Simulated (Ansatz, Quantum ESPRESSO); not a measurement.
**BaTiO3 [001], cubic perovskite: pulling along c**

The c axis is held at a set length while the cell relaxes sideways. How do the lateral strain and the stress follow? The strained cell has c along the load; unstrained it is a = 3.9700 Å, b = 3.9700 Å, c = 3.9700 Å, α = 90.00°, β = 90.00°, γ = 90.00°, with 5 atoms. The symmetry of the cell is held, so distortions that would lower it, which this phase may prefer, aren't tested.

Calculated with Ansatz 0.2.0, PBEsol, PAW files of the set soft_1, cutoff 600 eV, Fermi–Dirac smearing 0.02 eV, k-mesh 7×7×7, no spin polarisation, no spin-orbit coupling.

Relaxed positions at 0 %:

```
atom       x       y       z
  Ba  0.0000  0.0000  0.0000
  Ti  0.5000  0.5000  0.5000
   O  0.5000  0.5000  0.0000
   O  0.5000  0.0000  0.5000
   O  0.0000  0.5000  0.5000
```

```
ε_c (%)   a (Å)   c (Å)  ε_a (%)  σ (GPa, tension positive)
     −3  4.0025  3.8509    0.819                      −9.06
     −1  3.9803  3.9303    0.259                      −2.75
      0  3.9700  3.9700    0.000                       0.01
      1  3.9601  4.0097   −0.250                       2.52
      2  3.9501  4.0494   −0.500                       4.78
      3  3.9410  4.0891   −0.731                       6.85
```

**Question.** Fit both responses and give the free strain and the stress at −2 %, a row left out above.

Least squares with y = y0 + y1 ε + y2 ε² (ε in %) gives ε_a = −0.001 + (−0.2582) ε + (0.0049) ε² and σ = 0.00 + (2.648) ε + (−0.124) ε² GPa. The linear terms put the ratio of free to applied strain at −0.258 and the Young modulus at 265 GPa.

At −2 % the free strain comes out as 0.535 %. The run itself gives 0.535 %, so the estimate misses by 0.000 %; the fitted rows themselves lie up to 0.004 % off the law.

The stress comes out as −5.79 GPa. The run itself gives −5.76 GPa, so the estimate misses by 0.03 GPa; the fitted rows themselves lie up to 0.02 GPa off the law.

Along a cube axis ν = C12/(C11 + C12) and Y = (C11 − C12)(C11 + 2C12)/(C11 + C12), so C11 = Y(1 − ν)/[(1 + ν)(1 − 2ν)] = 323 GPa and C12 = 112 GPa.

The negative ε² term means that the crystal stiffens in compression and softens in tension.

The same fit over all rows at other levels or in other programs gives the strain ratio = −0.261 with PBEsol (Quantum ESPRESSO, GBRV) and −0.258 with PBEsol (Quantum ESPRESSO, PseudoDojo).

[Logs are printed without paths, hosts, clocks, repeated set-up lines and the standing remarks that a program may print on its own settings, such as how far it seeks lower states.]
